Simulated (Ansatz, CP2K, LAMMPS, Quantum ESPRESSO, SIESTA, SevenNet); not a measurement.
**Structure and levels of amorphous 29SiO2-71Al2O3 (mol %) (124 atoms) across programs**

Aim: relax amorphous 29SiO2-71Al2O3 (mol %) (124 atoms), then compare forces, pressure and levels from several programs at that geometry.

These are calculated values.

## Step 1: The structure

The cell holds 124 atoms (8 Si, 40 Al and 76 O), with edges of 11.38, 11.38 and 11.38 Å. Recipe: 124 atoms (8 Si, 40 Al, 76 O) placed at random at 2.84 g/cm³, melted at 5000 K for 10 ps at fixed volume with the Morse and Coulomb pair potential with partial charges (Pedone, Malavasi, Menziani, Cormack and Segre, J. Phys. Chem. B 110, 11780 (2006)). Quenched from 5000 K to 300 K at 50 K/ps and fixed volume, held 5 ps, then minimised at fixed cell. Then the atoms were relaxed with SevenNet 0 in the fixed cell. Then the atoms were relaxed with CP2K double zeta, PBE.

## Step 2: The relaxation

CP2K double zeta (DZVP-MOLOPT-SR, GTH-PBE potentials, 480 Ry; k-points Γ) took 13 geometry steps and reached its thresholds. It started from the geometry that SevenNet 0 had relaxed.

Run time: 12 min. Hardware: 4 MPI ranks of Intel Xeon Platinum 8375C at 2.90GHz (Ice Lake), shared host; peak memory 2.9 GiB.

|  | before | after |
| --- | --- | --- |
| energy (meV/atom) | 0 | -1.6 |
| Al-O bonds under 2.48 Å | 183 at 1.855 Å | 183 at 1.855 Å |
| Si-O bonds under 2.12 Å | 32 at 1.643 Å | 32 at 1.644 Å |

Atoms moved by 0.02 Å r.m.s. and 0.05 Å at most, with the common shift taken off.

## Step 3: Structure of the relaxed cell

Density 2.84 g/cm³, 11.88 Å³ an atom.

Pair distribution functions g(r), in bins of 0.2 Å:

| r (Å) | total | O-O | O-Al | O-Si | Al-Al | Al-Si | Si-Si |
| --- | --- | --- | --- | --- | --- | --- | --- |
| 1.50 | 0.25 | 0.00 | 0.00 | 3.11 | 0.00 | 0.00 | 0.00 |
| 1.70 | 2.49 | 0.00 | 4.62 | 8.33 | 0.00 | 0.00 | 0.00 |
| 1.90 | 1.86 | 0.00 | 4.72 | 0.00 | 0.00 | 0.00 | 0.00 |
| 2.10 | 0.37 | 0.00 | 0.95 | 0.00 | 0.00 | 0.00 | 0.00 |
| 2.30 | 0.03 | 0.00 | 0.07 | 0.00 | 0.00 | 0.00 | 0.00 |
| 2.50 | 0.49 | 1.24 | 0.06 | 0.00 | 0.00 | 0.00 | 0.00 |
| 2.70 | 1.46 | 3.25 | 0.16 | 0.00 | 1.31 | 1.00 | 0.00 |
| 2.90 | 1.21 | 2.30 | 0.18 | 0.22 | 1.92 | 1.28 | 0.00 |
| 3.10 | 1.10 | 1.49 | 0.46 | 0.39 | 1.98 | 2.87 | 0.00 |
| 3.30 | 1.21 | 0.99 | 0.86 | 0.79 | 3.10 | 2.70 | 1.71 |
| 3.50 | 0.78 | 0.43 | 1.06 | 0.79 | 1.09 | 0.45 | 0.00 |
| 3.70 | 0.84 | 0.38 | 1.29 | 1.27 | 0.59 | 0.40 | 0.00 |
| 3.90 | 0.96 | 0.68 | 1.27 | 1.39 | 0.63 | 0.59 | 1.22 |
| 4.10 | 1.06 | 0.57 | 1.61 | 2.02 | 0.34 | 0.22 | 0.00 |
| 4.30 | 1.10 | 0.65 | 1.57 | 1.88 | 0.52 | 0.89 | 1.02 |
| 4.50 | 1.14 | 0.97 | 1.30 | 1.14 | 1.01 | 1.46 | 1.81 |
| 4.70 | 0.95 | 1.04 | 0.88 | 0.61 | 1.08 | 1.09 | 0.85 |
| 4.90 | 1.04 | 1.38 | 0.84 | 0.53 | 0.98 | 0.84 | 3.04 |
| 5.10 | 1.05 | 1.68 | 0.62 | 0.55 | 0.76 | 0.92 | 2.83 |
| 5.30 | 1.01 | 1.29 | 0.65 | 0.68 | 1.65 | 1.11 | 0.00 |
| 5.50 | 0.90 | 1.02 | 0.77 | 0.67 | 1.11 | 0.78 | 3.65 |

Bonds by pair of elements; cutoffs follow the first minimum of g(r), held within bounds set by covalent radii, and pairs that aren't listed don't count as bonded:

| pair A-B | cutoff (Å) | bonds | mean length (Å) | spread (Å) | shortest (Å) | B about A | A about B |
| --- | --- | --- | --- | --- | --- | --- | --- |
| O-Al | 2.48 | 183 | 1.85 | 0.117 | 1.67 | 2.41 | 4.58 |
| O-Si | 2.12 | 32 | 1.64 | 0.047 | 1.57 | 0.421 | 4 |

How many atoms have how many bonded neighbours:

| element | mean | 2 | 3 | 4 | 5 | 6 |
| --- | --- | --- | --- | --- | --- | --- |
| Al | 4.58 | 0 | 0 | 20 | 17 | 3 |
| O | 2.83 | 17 | 56 | 2 | 1 | 0 |
| Si | 4 | 0 | 0 | 8 | 0 | 0 |

Bond angles, per cent of each kind in bins of 5°:

| angle (°) | O-Al-O | Al-O-Al | Al-O-Si | O-Si-O |
| --- | --- | --- | --- | --- |
| 70–75 | 0.9 | 0.0 | 0.0 | 0.0 |
| 75–80 | 5.7 | 0.0 | 0.0 | 0.0 |
| 80–85 | 10.1 | 1.3 | 0.0 | 0.0 |
| 85–90 | 9.0 | 5.1 | 2.1 | 0.0 |
| 90–95 | 9.2 | 12.7 | 8.3 | 6.2 |
| 95–100 | 9.6 | 11.4 | 6.2 | 8.3 |
| 100–105 | 7.8 | 3.2 | 0.0 | 6.2 |
| 105–110 | 10.7 | 8.2 | 2.1 | 25.0 |
| 110–115 | 11.0 | 6.3 | 8.3 | 33.3 |
| 115–120 | 5.7 | 8.9 | 8.3 | 18.8 |
| 120–125 | 4.2 | 7.6 | 10.4 | 2.1 |
| 125–130 | 2.4 | 10.1 | 8.3 | 0.0 |
| 130–135 | 2.4 | 10.1 | 8.3 | 0.0 |
| 135–140 | 0.9 | 6.3 | 2.1 | 0.0 |
| 140–145 | 1.2 | 3.2 | 12.5 | 0.0 |
| 145–150 | 0.6 | 2.5 | 6.2 | 0.0 |
| 150–155 | 1.5 | 0.0 | 6.2 | 0.0 |
| 155–160 | 1.5 | 1.3 | 2.1 | 0.0 |
| 160–165 | 2.1 | 1.3 | 2.1 | 0.0 |
| 165–170 | 1.2 | 0.0 | 2.1 | 0.0 |
| 170–175 | 2.4 | 0.0 | 2.1 | 0.0 |
| 175–180 | 0.0 | 0.6 | 2.1 | 0.0 |

Bond angles (no mean is given where the spread exceeds 20°):

| angle | count | mean (°) | spread (°) |
| --- | --- | --- | --- |
| O-Al-O | 335 | - | - |
| Al-O-Al | 158 | 116 | 19 |
| Al-O-Si | 48 | - | - |
| O-Si-O | 48 | 109 | 7.1 |
| Si-O-Si | 1 | 166 | 0 |

Oxygen atoms by the number of network formers (Si, P, Ge, B, Al, As, Ga) bound to them:

| network formers bound to O | O atoms | per cent |
| --- | --- | --- |
| 0 | 0 | 0 |
| 1 | 0 | 0 |
| 2 | 17 | 22.4 |
| 3 | 56 | 73.7 |
| 4 | 2 | 2.6 |
| 5 | 1 | 1.3 |

Network units: each former by its oxygen neighbours and how many of them bridge to another former:

| former | O neighbours | bridging O | atoms |
| --- | --- | --- | --- |
| Si | 4 | 4 | 8 |
| Al | 4 | 4 | 20 |
| Al | 5 | 5 | 17 |
| Al | 6 | 6 | 3 |

Bond length by coordination (bonds to H left out):

| element | coordination | atoms | mean bond length (Å) |
| --- | --- | --- | --- |
| Al | 4 | 20 | 1.79 |
| Al | 5 | 17 | 1.90 |
| Al | 6 | 3 | 1.96 |
| O | 2 | 17 | 1.68 |
| O | 3 | 56 | 1.84 |
| O | 4 | 2 | 1.97 |
| O | 5 | 1 | 2.00 |

Rings of the network by King's shortest-path rule, up to 12 atoms, one path for each pair of neighbours; H, halogens, alkali and alkaline-earth atoms are left out, and the last column divides by all other atoms, bonded or not:

| ring size (atoms) | rings | per network atom |
| --- | --- | --- |
| 4 | 32 | 0.258 |
| 6 | 65 | 0.524 |
| 8 | 89 | 0.718 |
| 10 | 38 | 0.306 |
| 12 | 7 | 0.056 |

First main peaks of g(r), for some of the pairs, lie near 2.7 Å (O-O), 1.8 Å (O-Al), 1.6 Å (O-Si), 3.3 Å (Al-Al) and 3.2 Å (Al-Si). By these cutoffs 50 % of Al atoms have 4, 74 % of O atoms have 3 and all Si atoms have 4 bonded neighbours. 22 % of the oxygens bridge two formers (Si and Al) and 0 % are non-bridging; 74 % join three; 3 % join four; 1 % join five. The commonest Al unit has 4 oxygens, 4 of them shared with other formers (20 of 40 atoms). Rings of 8 atoms are the most common (39 % of those counted); sizes run from 4 to 12, where the search stops.

## Step 4: The plane-wave reference

Quantum ESPRESSO 7.5: Kohn-Sham DFT, PBE, SSSP efficiency 1.3.0 pseudopotentials, plane waves. Its input for the relaxed cell:

```
&control
  calculation = 'scf'
  pseudo_dir = './pseudo'
  outdir = './tmp'
  disk_io = 'none'
  tprnfor = .true.
  tstress = .true.
/
&system
  ibrav = 0
  nat = 124
  ntyp = 3
  ecutwfc = 60
  ecutrho = 480
  nosym = .true.
  occupations = 'smearing'
  smearing = 'fd'
  degauss = 0.003675
/
&electrons
  conv_thr = 6.2e-07
  electron_maxstep = 100
  mixing_beta = 0.4
  mixing_mode = 'plain'
  diagonalization = 'david'
/
ATOMIC_SPECIES
Si 28.085 Si.upf
Al 26.982 Al.upf
O 15.999 O.upf
CELL_PARAMETERS angstrom
11.37820 0.00000 0.00000
0.00000 11.37820 0.00000
0.00000 0.00000 11.37820
ATOMIC_POSITIONS crystal
Si 0.25251 0.79175 0.72604
Si 0.96547 0.74817 0.90421
Si 0.06019 0.64918 0.43972
[... 119 atom lines left out ...]
O 0.58611 0.20772 0.91293
O 0.35931 0.97297 0.19295
K_POINTS gamma
```

It took 4.8 min on 4 MPI ranks of Intel Xeon Platinum 8375C at 2.90GHz (Ice Lake), shared host; peak memory 5.7 GiB.

## Step 5: Side by side

CPU times are from a shared host and are rough.

| level | basis or training data | k-points | own r.m.s. force (meV/Å) | difference from the reference (meV/Å) | pressure (GPa) | Kohn-Sham gap (eV) | CPU time | memory (GiB) |
| --- | --- | --- | --- | --- | --- | --- | --- | --- |
| QE, PBE | plane waves, SSSP efficiency, 60/480 Ry | Γ | 88 | - | 0.48 | 3.18 | 19 min | 5.7 |
| SIESTA DZP, PBE | DZP orbitals, shift 0.01 Ry, mesh 400 Ry | Γ | 156 | 130 | 3.14 | 3.18 | 12 min | 3.2 |
| SevenNet 0 | trained on PBE(+U) plane-wave data | - | 88 | 51 | 0.05 | - | 8.8 s | 1.2 |

The gap is the spacing of the highest filled and lowest empty Kohn-Sham level on the mesh; a dash marks partly filled levels, a spacing under 0.15 eV or a method without such levels.

## Step 6: Outcome

Relaxation in the fixed cell lowers the energy by 2 meV/atom at its own level and moves atoms by up to 0.05 Å. The reference finds an r.m.s. force of 88 meV/Å there and a pressure of 0.48 GPa, at a geometry that CP2K double zeta made. Forces differ from the reference's by 51 meV/Å (SevenNet 0) and 130 meV/Å (SIESTA DZP, PBE).

CP2K double zeta is at its own minimum here, so the reference's force is itself a measure of how the two differ. Pressures lie -0.4 GPa (SevenNet 0) and +2.7 GPa (SIESTA DZP, PBE) from the reference's. The highest filled and lowest empty levels lie 3.18 eV apart in the reference, against 3.18 eV in SIESTA DZP, PBE. By these cutoffs 50 % of Al atoms have 4, 74 % of O atoms have 3 and all Si atoms have 4 bonded neighbours. 22 % of the oxygens bridge two formers (Si and Al) and 0 % are non-bridging; 74 % join three; 3 % join four; 1 % join five.

Caveats: The density was set by the recipe and held. One sample of a disordered cell; defect or tail levels can set the gap. Gaps are read on the mesh, which holds the band edges only if they fold onto it, and semilocal functionals tend to put them under measured ones. The quench rate of 50 K/ps is many orders above laboratory rates, so the cell is likely richer in defects and strain than a real sample. The reference samples only Γ, in a cell whose shortest periodic width is 11 Å. The plane-wave runs aren't exact: their cutoffs and mesh weren't converged further here. SIESTA's automatically made basis is far from complete, and its potentials were converted by us (checked for H, C, O, Si, Ge and Ca alone). Where levels are smeared, the DFT runs use Fermi–Dirac occupations at 580 K (0.05 eV), and energies are free energies.

[Logs are printed without paths, hosts, clocks, repeated set-up lines and the standing remarks that a program may print on its own settings, such as how far it seeks lower states.]

[Hosts, paths, dates, database ids (printed as entryN), source tags and the programs' standing remarks are cut or masked in the printed files.]
